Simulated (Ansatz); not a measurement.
# What Tl2Te (model cell, started as antifluorite) distorts into

Which phase does Tl2Te (model cell, started as antifluorite) fall into along its unstable mode, and how much energy does it gain?

Method: DFT PBEsol, scalar-relativistic, plane waves, PAW, in Ansatz 0.2.0.

The structure was built from a prototype and need not be the compound's stable phase.

**1. The starting structure**

Symmetry: Fm-3m, No. 225, cubic system. Conventional cell: a = 7.671 Å, b = 7.671 Å, c = 7.671 Å, α = 90.00°, β = 90.00°, γ = 90.00°. Te has 8 Tl at 3.32 Å nearest. Nearest to Tl lie 4 Te at 3.32 Å. Farther neighbours and most contacts between anions are not listed.

**2. The dispersion**

The cell comes from relaxations at this level that are not shown. Stability and thermal properties need the whole zone. Linear response on a 2×2×2 q mesh gives force constants as far as a supercell of that size would.

Contents of input.yaml:

```yaml
crystal:
  lattice:
    - [0.0, 3.8354657154, 3.8354657154]
    - [3.8354657154, 0.0, 3.8354657154]
    - [3.8354657154, 3.8354657154, 0.0]
  atoms:
    - { symbol: Te, position: [0.0, 0.0, 0.0] }
    - { symbol: Tl, position: [0.25, 0.25, 0.25] }
    - { symbol: Tl, position: [0.75, 0.75, 0.75] }
kpoints:
  mp_grid: { grid: [8, 8, 8] }
hamiltonian:
  xc: pbesol
scf:
  occupations: { method: gaussian, width: 0.01 }
output:
  eigenvalues: true
phonons:
  method: dfpt
  qmesh: [2, 2, 2]
  temperatures: { t_max: 1000, t_step: 50 }
  qpath:
    path:
      - [[0.0, 0.0, 0.0], [0.5, 0.0, 0.5], [0.625, 0.25, 0.625]]
      - [[0.375, 0.375, 0.75], [0.0, 0.0, 0.0], [0.5, 0.5, 0.5], [0.5, 0.25, 0.75], [0.5, 0.0, 0.5]]
    npoints: 10
```

On the command line:

```bash
> ansatz run input.yaml --threads 4 --pin off --max-ram 7168MiB --backend cpu --events-out ev --progress --plain --runs-dir out
```

Numbers of over 12 decimals in the logs are rounded to 6 here.

Log:

```text
Warning: phonons: the dynamical matrix that this run interpolates holds no multipole term above the dipole-dipole one, and a site of this crystal is no centre of inversion, so its interpolated transverse optical and acoustic branches and sound speeds can stay off near Gamma, and the density of states and the thermodynamics with them. What a run solves at a wave vector of phonons.qpoints, Gamma apart, where the deck admits one, is free of this, and under fd what a larger phonons.supercell samples
Engine: ansatz 0.2.0, aarch64-unknown-linux-gnu
Pseudopotentials: kind: paw
Pseudopotential: Te, paw, valence charge 16, recommended cutoff 420 eV (normal), Te.paw.azcp
Pseudopotential: Tl, paw, valence charge 13, recommended cutoff 420 eV (normal), Tl.paw.azcp
Functional definition: PBEsol
  exchange = pbesol_x
  correlation = pbesol_c
Crystal: 3 atoms, lattice volume = 112.846 Å³
Basis set: ecut = 420 eV, 2229 PW (Γ), exchange–correlation on 80×80×80 points (8 copies of the dense FFT grid, shifted against one another)
Bands: 26, of which v1, the nominal top of the filled ones, is band 21 counted from 1 (20 counted from 0)
Symmetry: 48 space group operations
k-points: 29 of 512
Non-local potential: Te, projectors of the file, l = 0: 2, l = 1: 2, l = 2: 2, l = 3: 2
Non-local potential: Tl, projectors of the file, l = 0: 2, l = 1: 2, l = 2: 2, l = 3: 1
PAW form: soft (Blöchl's): semilocal exchange-correlation on the pseudo side does not see the compensation charge
PAW frozen core: Te, regenerated for the run's functional, and the local potential with it (the file was generated under x = pbe(κ = 0.804, μ = 0.219515), c = pbe(β = 0.066725))
PAW frozen core: Tl, regenerated for the run's functional, and the local potential with it (the file was generated under x = pbe(κ = 0.804, μ = 0.219515), c = pbe(β = 0.066725))
PAW one-centre angular grid: Te, 590 points (default); XC on 64 Gauss nodes
PAW one-centre angular grid: Tl, 590 points (default); XC on 64 Gauss nodes
Initial density: superposition of atomic densities (neutral atoms: chi_scale 0, normalization atom), corrected by the library's trained network
Initial wavefunctions: pseudopotential atomic-orbital guess
Functional: x = pbesol(κ = 0.804, μ = 0.123457), c = pbesol(β = 0.046)
SCF iter   1: F=—  HF=-29493.346058 eV  |F-HF|=—  |Δ(HF+E_count)|=         —  Δρ=2.35e-3  dr2=9.54e-3  ethr=1.77e-3  ⟨swp⟩=7.1  Hψ=3466  notcnv=0
preconditioner: auto → none  [insulator: Δε(μ)=0.149 eV  Ē_g=11.658 eV  σ=0.010 eV  W_gap=1.00  n_scr=14 (ndim 8)  ℏωp=19.8 eV  f_vac=0.105  D(μ)=0.00/eV (n_scr^D=0)  ε∞_Penn≈3.9]
SCF iter   2: F=—  HF=-29493.339659 eV  |F-HF|=—  |Δ(HF+E_count)|=   6.40e-3  Δρ=7.18e-4  dr2=7.23e-4  ethr=2.27e-5  ⟨swp⟩=3.0  Hψ=1678  notcnv=0  defer=29
SCF iter   3: F=—  HF=-29493.339530 eV  |F-HF|=—  |Δ(HF+E_count)|=   1.29e-4  Δρ=3.18e-4  dr2=7.06e-5  ethr=1.72e-6  ⟨swp⟩=2.0  Hψ=1007  notcnv=0  defer=29
SCF iter   4: F=—  HF=-29493.339542 eV  |F-HF|=—  |Δ(HF+E_count)|=   1.28e-5  Δρ=1.40e-4  dr2=9.17e-6  ethr=1.68e-7  ⟨swp⟩=2.3  Hψ=1020  notcnv=0  defer=29
SCF iter   5: F=—  HF=-29493.339553 eV  |F-HF|=—  |Δ(HF+E_count)|=   1.11e-5  Δρ=2.12e-5  dr2=2.42e-7  ethr=2.18e-8  ⟨swp⟩=2.3  Hψ=1068  notcnv=0  defer=29
SCF iter   6: F=—  HF=-29493.339553 eV  |F-HF|=—  |Δ(HF+E_count)|=   2.32e-7  Δρ=1.45e-6  dr2=1.31e-9  ethr=5.76e-10  ⟨swp⟩=2.0  Hψ=1046  notcnv=0  defer=29
SCF iter   7: F=—  HF=-29493.339553 eV  |F-HF|=—  |Δ(HF+E_count)|=   4.74e-9  Δρ=2.07e-7  dr2=4.18e-11  ethr=3.12e-12  ⟨swp⟩=2.1  Hψ=1247  notcnv=0  defer=29
SCF iter   8: F=-29493.339553 eV  HF=-29493.339553 eV  |F-HF|=7.28e-12  |Δ(HF+E_count)|=  1.09e-10  Δρ=2.10e-8  dr2=9.20e-13  ethr=1.00e-12  ⟨swp⟩=10.3  Hψ=4212  notcnv=0
SCF 1 converged in 8 iterations: F = -29493.339553 eV  dr2 = 9.20e-13
  greatest PAW one-centre occupation: 0.998 electrons in one spin orbital (limit 2), on the Te atom at site 0 (counted from 0), in its partial waves of l = 2
Initial density: read from a saved state, or passed on in memory by an earlier SCF of this step, an earlier step, the calling program or the single point that the run made first
iter 1 solved again at ethr=1.14e-7 eV; its pass at ethr=3.10e-3 eV (dr2=4.77e-5 eV) is discarded
SCF iter   1: F=—  HF=-29493.339552 eV  |F-HF|=—  |Δ(HF+E_count)|=         —  Δρ=7.78e-7  dr2=4.70e-10  ethr=1.14e-7  ⟨swp⟩=4.0  Hψ=5751  notcnv=0
eigensolver tolerance schedule: the retry pair's looser diagonalisation over-reported the residual by 101422.92 of it (diagonalisation noise at an unbounded share of the residual, at the tolerance the schedule requests for it); recorded, not acted on — ethr = c·dr2/N_el stays at c = 1.0e-1
preconditioner: auto → none  [insulator: Δε(μ)=0.111 eV  Ē_g=11.689 eV  σ=0.010 eV  W_gap=1.00  n_scr=14 (ndim 8)  ℏωp=19.8 eV  f_vac=0.105  D(μ)=0.00/eV (n_scr^D=0)  ε∞_Penn≈3.9]
[...]
SCF 2 converged in 5 iterations: F = -29493.339553 eV  dr2 = 7.28e-12
k-points: 59 of 512 (irreducible under 8 space group operations, time reversal used)
[...]
eigensolver tolerance schedule: the retry pair's looser diagonalisation over-reported the residual by 2293787.99 of it (diagonalisation noise at an unbounded share of the residual, at the tolerance the schedule requests for it); recorded, not acted on — ethr = c·dr2/N_el stays at c = 1.0e-1
preconditioner: auto → none  [insulator: Δε(μ)=0.111 eV  Ē_g=11.691 eV  n_scr=14 (ndim 8)  ℏωp=19.8 eV  f_vac=0.105  ε∞_Penn≈3.9]
[...]
SCF iter   3: F=-29493.339553 eV  HF=-29493.339553 eV  |F-HF|=3.64e-12  |Δ(HF+E_count)|=  1.82e-11  Δρ=1.22e-7  dr2=7.19e-12  ethr=1.00e-12  ⟨swp⟩=1.0  Hψ=3245  notcnv=0
SCF 3 converged in 3 iterations: F = -29493.339553 eV  dr2 = 7.19e-12
NSCF: frozen V_eff on 59 k-points
NSCF: frozen V_eff on 59 k-points
[...]
DFPT response loops at Γ: preconditioner auto → Resta (q_TF=auto, 2.314 Å⁻¹)  ε∞=23.2 (no band partly filled); β = 1.00, the filter's whole step (`scf.mixing.beta` (0.50) is not read by the response loops at its default; to damp them type it under 1.00, their step now; it binds the ground state too); Broyden in place of MSR1
k-points: 163 of 1728 (irreducible under 8 space group operations, time reversal used)
iter 1 solved again at ethr=9.05e-7 eV; its pass at ethr=3.10e-3 eV (dr2=3.80e-4 eV) is discarded
SCF iter   1: F=—  HF=-29493.341728 eV  |F-HF|=—  |Δ(HF+E_count)|=         —  Δρ=2.70e-4  dr2=2.69e-4  ethr=9.05e-7  ⟨swp⟩=3.0  Hψ=26580  notcnv=0  defer=480
preconditioner: auto → none  [insulator: Δε(μ)=0.215 eV  Ē_g=11.687 eV  n_scr=14 (ndim 8)  ℏωp=19.8 eV  f_vac=0.105  ε∞_Penn≈3.9]
SCF iter   2: F=—  HF=-29493.341687 eV  |F-HF|=—  |Δ(HF+E_count)|=   4.18e-5  Δρ=1.21e-4  dr2=4.08e-5  ethr=6.41e-7  ⟨swp⟩=2.0  Hψ=5046  notcnv=0  defer=464
SCF iter   3: F=—  HF=-29493.341677 eV  |F-HF|=—  |Δ(HF+E_count)|=   1.01e-5  Δρ=5.46e-5  dr2=5.41e-6  ethr=9.71e-8  ⟨swp⟩=2.0  Hψ=5033  notcnv=0  defer=270
SCF iter   4: F=—  HF=-29493.341679 eV  |F-HF|=—  |Δ(HF+E_count)|=   2.33e-6  Δρ=1.21e-5  dr2=3.71e-7  ethr=1.29e-8  ⟨swp⟩=2.1  Hψ=5082  notcnv=0  defer=187
SCF iter   5: F=—  HF=-29493.341679 eV  |F-HF|=—  |Δ(HF+E_count)|=   2.05e-7  Δρ=3.35e-6  dr2=1.40e-8  ethr=8.82e-10  ⟨swp⟩=2.0  Hψ=6681  notcnv=0  defer=164
SCF iter   6: F=—  HF=-29493.341679 eV  |F-HF|=—  |Δ(HF+E_count)|=   2.98e-8  Δρ=7.52e-7  dr2=6.05e-10  ethr=3.33e-11  ⟨swp⟩=2.1  Hψ=7512  notcnv=0  defer=164
SCF iter   7: F=—  HF=-29493.341679 eV  |F-HF|=—  |Δ(HF+E_count)|=  2.40e-10  Δρ=3.28e-7  dr2=1.01e-10  ethr=1.00e-12  ⟨swp⟩=9.4  Hψ=19641  notcnv=0
SCF iter   8: F=-29493.341679 eV  HF=-29493.341679 eV  |F-HF|=2.18e-11  |Δ(HF+E_count)|=  7.28e-12  Δρ=9.39e-8  dr2=8.26e-12  ethr=1.00e-12  ⟨swp⟩=2.2  Hψ=8357  notcnv=0
SCF 4 converged in 8 iterations: F = -29493.341679 eV  dr2 = 8.26e-12
NSCF: frozen V_eff on 163 k-points
NSCF: frozen V_eff on 29 k-points
WARN: eigensolver did not converge in 2 slots of this pass, the one above among them; of largest residual over every band (k=7): 1 band(s) unlocked (lowest unlocked band 25, counted from 0; max residual 2.25e-4 eV among the unlocked bands, 2.25e-4 eV over every band); of lowest unlocked band (k=3): band 25
NSCF: frozen V_eff on 59 k-points
DFPT response loops at q = (0, 0, 0) (fractional): mixed as the last ones told, above
NSCF: frozen V_eff on 300 k-points
DFPT response loops at q = (0, 0, -0.5) (fractional): mixed as the last ones told, above
NSCF: frozen V_eff on 190 k-points
DFPT response loops at q = (0, -0.5, -0.5) (fractional): mixed as the last ones told, above
SCF converged after 8 iterations
Free energy (F): -29493.339553 eV
Harris-Foulkes:  -29493.339553 eV  (|F-HF|=7.28e-12)
Internal energy: -29493.339553 eV  (E = F + TS)
E sigma→0 (E₀):  -29493.339553 eV
Fermi energy:    7.235851 eV
--- Per-component energies (eV) ---
  E_band       = -350.472471
  E_kinetic    = 845.333436
  E_local      = -3672.802443  (includes V_loc(G=0)·N_el)
  E_nonlocal   = 331.065307
  E_hartree    = 1728.619026
  E_xc         = -581.386633
  E_vxc        = -388.682295  (∫ρ·V_xc dr)
  E_paw        = -24616.526004  (= ΣΔE_a)
  E_vpaw       = -922.624465  (= ΣTr[D̂ρ^β])
  E_aug_tail   = -0.000130  (compensation charges beyond the density's cutoff)
  E_ewald      = -3528.093457
  E_core_change = 0.451345  (= ΣΔE_core)
  E_smearing   = -0.000000  (= −TS)
  E_closure    = -0.000000  (closes the sum)
  Σ components = -29493.339553   (vs F -29493.339553, Δ=0.00e0)
--- Band table (eV; the first three rows and the last of 29) ---
  k-point 0: bands = [... 17 lower, 3.1956, 5.2599, 5.2599, 5.2599, 7.6469, 7.6469, 7.6469, 11.5570, ... 1 higher]
  k-point 1: bands = [... 17 lower, 2.9442, 5.1510, 5.1510, 5.3050, 7.8397, 7.8397, 8.3074, 11.1321, ... 1 higher]
  k-point 2: bands = [... 17 lower, 2.3664, 4.9395, 4.9395, 5.7847, 8.2018, 8.2018, 9.3264, 10.9418, ... 1 higher]
  k-point 28: bands = [... 17 lower, 0.7500, 3.6741, 6.0385, 6.0385, 7.9484, 8.8860, 11.1676, 11.1676, ... 1 higher]
--- Phonons (Γ-DFPT): 2 representative perturbations + reference (Σ response iterations 6) ---
  ASR residual: 3.533e-5 → 0.000e0 eV/Å²; symmetrization residual: 1.717e-5 eV/Å²
  ASR residual per site (eV/Å²): 3.53e-5 2.95e-5 2.95e-5
  Γ frequencies (cm⁻¹): 0.00 0.00 0.00 56.55 56.55 56.55 76.39 76.39 76.39
--- Phonons (arbitrary-q DFPT): 3 irreducible q on the 2×2×2 mesh ---
  q = [0.0000, 0.0000, 0.0000] (star 1, of the zone-centre solve; hermiticity 1.65e-5, symmetrization 2.70e-11): -0.00 -0.00 0.00 56.55 56.55 56.55 76.39 76.39 76.39
  q = [0.0000, 0.0000, -0.5000] (star 4, 2 solved perturbations on 150 of 512 k-point pairs; hermiticity 8.21e-6, symmetrization 1.15e-11): 17.42 17.42 45.72 49.53 49.53 58.00 70.56 83.31 83.31
  q = [0.0000, -0.5000, -0.5000] (star 3, 4 solved perturbations in 308 linear systems a pass and spin channel, the states on 95 of 512 k-point pairs; hermiticity 1.30e-6, symmetrization 1.65e-12): -25.49 -25.49 41.25 41.85 41.85 62.52 75.37 75.37 82.15
  sum rule: each row above includes the acoustic sum rule's correction from the zone centre's row sums; it moved no ω² by more than (0.27 cm⁻¹)²
  mesh force constants: q→R imaginary residual 4.40e-17; ASR residual 3.533e-5 → 0.000e0 eV/Å²; symmetrization residual 1.554e-15 eV/Å²
  interpolated dispersion: 62 rows × 9 modes
  density of states and harmonic sums: on the 14×14×14 q-mesh, interpolated from the force constants of a 2×2×2 supercell (no non-analytic term)
  largest difference from the sums on the solved wave vectors: F 2.25e-1 eV, S 2.79e-4 and C_V 5.48e-5 eV/K
  zero-point energy: 0.027862 eV/cell   skipped modes (ω ≤ 0): 60, of them read as no rigid motion or as one in doubt: 57 (5.051e-1 modes/cell left out, lowest -25.49 cm⁻¹)   left out of the sums: 5.62e-2 of the cell's modes: C_V's classical limit lies that fraction below 3 k_B per atom; for a crystal, a wire or a layer, F and S can be off by more, and a phonons.interpolated_qmesh denser along its periods is the remedy for the sampling
```

Run time: 1.7 min. Hardware: 4 threads of Arm Neoverse V2, shared host; peak memory 1.4 GiB; 6.5 min of CPU time.

Numbers from this step:

```yaml
gap_on_the_k_mesh: 0.1112 eV
volume_per_atom: 37.62 Å³
sum_rule_residual_before_enforcement: 3.53e-5 eV/Å²
lowest_frequency_on_the_path: -25.49 cm⁻¹
point_group: m-3m
highest_frequency_on_the_path_or_at_a_solved_wavevector: 83.6 cm⁻¹
highest_optical_mode_at_the_zone_centre_no_lo_to_term: 76.39 cm⁻¹
lowest_optical_zone_centre_mode: 56.55 cm⁻¹
lowest_mode_on_the_q_mesh_acoustic_modes_at_gamma_apart: -25.49 cm⁻¹
```

Frequencies (cm⁻¹) solved at each irreducible wavevector; negative means imaginary. Frequencies by wavevector, by row:

```tsv
q in reciprocal lattice units	star	mode 1	mode 2	mode 3	mode 4	mode 5	mode 6	mode 7	mode 8	mode 9
0 0 0	1	0	0	0	56.5	56.5	56.5	76.4	76.4	76.4
0 0 -0.5	4	17.4	17.4	45.7	49.5	49.5	58	70.6	83.3	83.3
0 -0.5 -0.5	3	-25.5	-25.5	41.2	41.9	41.9	62.5	75.4	75.4	82.2
```

Interpolated from a 2×2×2 q mesh, without the LO-TO term. The phonon branches at the labelled points (cm⁻¹):

```tsv
point	branch 1	branch 2	branch 3	branch 4	branch 5	branch 6	branch 7	branch 8	branch 9
Γ	0	0	0	57	57	57	76	76	76
halfway	-8	-8	42	48	48	50	78	78	83
X	-26	-26	41	42	42	62	75	75	82
halfway	-22	-18	41	42	42	62	75	76	81
U	-13	22	40	41	44	61	75	78	80
jump to K	-13	22	40	41	44	61	75	78	80
halfway	16	17	39	48	50	52	79	79	81
Γ	0	0	0	57	57	57	76	76	76
halfway	13	13	35	50	53	53	78	80	80
L	17	17	46	50	50	58	71	83	83
halfway	11	28	42	44	47	59	73	81	81
W	-16	35	35	40	44	61	77	77	77
halfway	-21	5	41	41	43	62	76	76	80
X	-26	-26	41	42	42	62	75	75	82
```

The phonon branches as a text plot (rows in cm⁻¹):

```
     81 |   **********************         **************    ****
     77 |**************************************         *********
     72 |                                      **********
     68 |
     63 |           ******                               ********
     59 |*        **      ***         **         ********
     54 | *****  *           **  *****  *****  **
     50 |    ****            *****         ***********
     45 |       ****    ********              *****************
     40 |      *    ******** ****            *        ***********
     36 |    **            **               *           ****
     31 |                  **    *                     **  *
     27 |   *                **   **       *         **
     22 |                 *    *          *         *       *
     18 |  *             *   ****   *         *******        *
     13 |                   *    ***     * ***       **
      9 | *                       ****  * *            *
      4 | ***              *        **  **
      0 |*   **                       **
     -5 |               *
    -10 |      *                                        *
    -14 |       *        **                              ***  *
    -19 |        *     **                                   **
    -23 |         ******                                      ***
         Γ           X  U|K            Γ         L        W     X
```

Symmetry leaves 3 wavevectors to solve. The lowest mode among them, the acoustic zeros apart, lies at q = (0, -0.5, -0.5) and is imaginary, 25.5i cm⁻¹, so the energy falls along it.

**3. The mode frozen in, largest atomic shift 0 Å**

The mode followed lies at q = (0, -0.5, -0.5) with frequency 25.5i cm⁻¹ and is 2-fold degenerate, the softest among the wavevectors solved. At small amplitude the distorted cell has space group no. 59 by a symmetry search on the positions. The undistorted cell that holds it gives the zero of energy on the same k mesh.

System of this step: Tl2Te (model cell, started as antifluorite). Symmetry: Fm-3m, No. 225, cubic system. Conventional cell: a = 7.671 Å, b = 7.671 Å, c = 7.671 Å, α = 90.00°, β = 90.00°, γ = 90.00°. Nearest to Te lie 8 Tl at 3.32 Å. Nearest to Tl lie 4 Te at 3.32 Å. Farther neighbours and most contacts between anions are not listed.

Contents of input.yaml:

```yaml
crystal:
  lattice:
    - [0.0, -3.8354657154, -3.8354657154]
    - [0.0, 3.8354657154, -3.8354657154]
    - [7.6709314308, 0.0, 0.0]
  atoms:
    - { symbol: Te, position: [0.5, 0.5, 0.5] }
    - { symbol: Te, position: [0.0, 0.0, 0.0] }
    - { symbol: Tl, position: [0.0, 0.5, 0.75] }
    - { symbol: Tl, position: [0.5, 0.0, 0.25] }
    - { symbol: Tl, position: [0.0, 0.5, 0.25] }
    - { symbol: Tl, position: [0.5, 0.0, 0.75] }
kpoints:
  mp_grid: { grid: [6, 6, 4] }
hamiltonian:
  xc: pbesol
scf:
  occupations: { method: gaussian, width: 0.01 }
output:
  forces: true
  stress: true
  eigenvalues: true
```

Log:

```text
[...]
Crystal: 6 atoms, lattice volume = 225.691 Å³
Basis set: ecut = 420 eV, 4429 PW (Γ), exchange–correlation on 80×80×108 points (8 copies of the dense FFT grid, shifted against one another)
Bands: 51, of which v1, the nominal top of the filled ones, is band 42 counted from 1 (41 counted from 0)
Symmetry: 32 space group operations
[...]
k-points: 30 of 144
[...]
k-point 0: bands = [... 38 lower, 5.2662, 5.2671, 5.2671, 6.7367, 7.6483, 7.6483, 7.6487, 7.8194, ... 4 higher]
  k-point 1: bands = [... 38 lower, 4.9660, 4.9660, 5.5409, 6.6513, 7.9329, 8.0509, 8.0509, 8.3240, ... 4 higher]
  k-point 2: bands = [... 38 lower, 4.4325, 4.4325, 6.1493, 6.1493, 8.7285, 8.7285, 8.9305, 8.9305, ... 4 higher]
  k-point 29: bands = [... 38 lower, 6.0438, 6.0438, 6.0438, 6.0438, 7.9502, 7.9502, 8.8912, 8.8912, ... 4 higher]
[key lines of the parts left out:]
SCF converged after 7 iterations
Free energy (F): -58986.670093 eV
Fermi energy:    7.240417 eV
P = ⅓ Tr σ = 0.0608 GPa (0.608 kbar)
```

It took 4.5 s on 4 threads; peak memory 0.72 GiB; 17 s of CPU time.

Numbers from this step:

```yaml
pressure: 0.06075 GPa
gap_on_the_k_mesh: 0.1148 eV
energy_from_the_undistorted_cell: 0 meV/atom
```

The run ends at a pressure of 0.06 GPa.

**4. The mode frozen in, largest atomic shift 0.32 Å**

The atoms are moved along the unstable eigenvector, the largest shift by 0.32 Å, with the cell fixed.

Contents of input.yaml:

```yaml
crystal:
  lattice:
    - [0.0, -3.8354657154, -3.8354657154]
    - [0.0, 3.8354657154, -3.8354657154]
    - [7.6709314308, 0.0, 0.0]
  atoms:
    - { symbol: Te, position: [0.5589952269, 0.5, 0.5] }
    - { symbol: Te, position: [-0.0589952269, 0.0, 0.0] }
    - { symbol: Tl, position: [0.0266140897, 0.5, 0.75] }
    - { symbol: Tl, position: [0.4733859103, 0.0, 0.25] }
    - { symbol: Tl, position: [0.0266140897, 0.5, 0.25] }
    - { symbol: Tl, position: [0.4733859103, 0.0, 0.75] }
kpoints:
  mp_grid: { grid: [6, 6, 4] }
hamiltonian:
  xc: pbesol
scf:
  occupations: { method: gaussian, width: 0.01 }
output:
  forces: true
  stress: true
  eigenvalues: true
  write_density: true
  write_potential: true
  elf: true
  volumetric_format: npy
```

Log:

```text
[...]
Crystal: 6 atoms, lattice volume = 225.691 Å³
Basis set: ecut = 420 eV, 4429 PW (Γ), exchange–correlation on 80×80×108 points (8 copies of the dense FFT grid, shifted against one another)
Bands: 51, of which v1, the nominal top of the filled ones, is band 42 counted from 1 (41 counted from 0)
Symmetry: 8 space group operations
[...]
k-points: 48 of 144
[...]
k-point 0: bands = [... 38 lower, 5.3493, 5.3661, 5.4046, 6.7063, 6.8309, 7.6008, 7.6370, 8.7977, ... 5 higher]
  k-point 1: bands = [... 38 lower, 5.0471, 5.0827, 5.6124, 6.4145, 7.6032, 8.0575, 8.2400, 8.7377, ... 5 higher]
  k-point 2: bands = [... 38 lower, 4.5419, 4.5419, 6.1106, 6.1106, 8.7283, 8.7283, 8.9383, 8.9383, ... 5 higher]
  k-point 47: bands = [... 38 lower, 5.9157, 5.9157, 6.0626, 6.0626, 7.9313, 7.9313, 9.0314, 9.0314, ... 5 higher]
[key lines of the parts left out:]
SCF converged after 6 iterations
Free energy (F): -58986.688591 eV
Fermi energy:    7.015520 eV
P = ⅓ Tr σ = 0.0256 GPa (0.256 kbar)
```

The job ended after 8.9 s (4 threads; peak memory 0.82 GiB; 34 s of CPU time).

This step gave:

| Item | Value |
| --- | --- |
| pressure | 0.02561 GPa |
| gap on the k-mesh | 0 eV |
| energy from the undistorted cell | -3.077 meV/atom |

The energy, extrapolated to zero smearing, is -3.08 meV/atom against the undistorted cell.

The run ends at a pressure of 0.03 GPa, with forces up to 0.092 eV/Å.

(Continued in part 2 of 3.)

[Logs are printed without paths, hosts, clocks, repeated set-up lines and the standing remarks that a program may print on its own settings, such as how far it seeks lower states.]

[Hosts, paths, dates, database ids (printed as entryN), source tags and the programs' standing remarks are cut or masked in the printed files.]
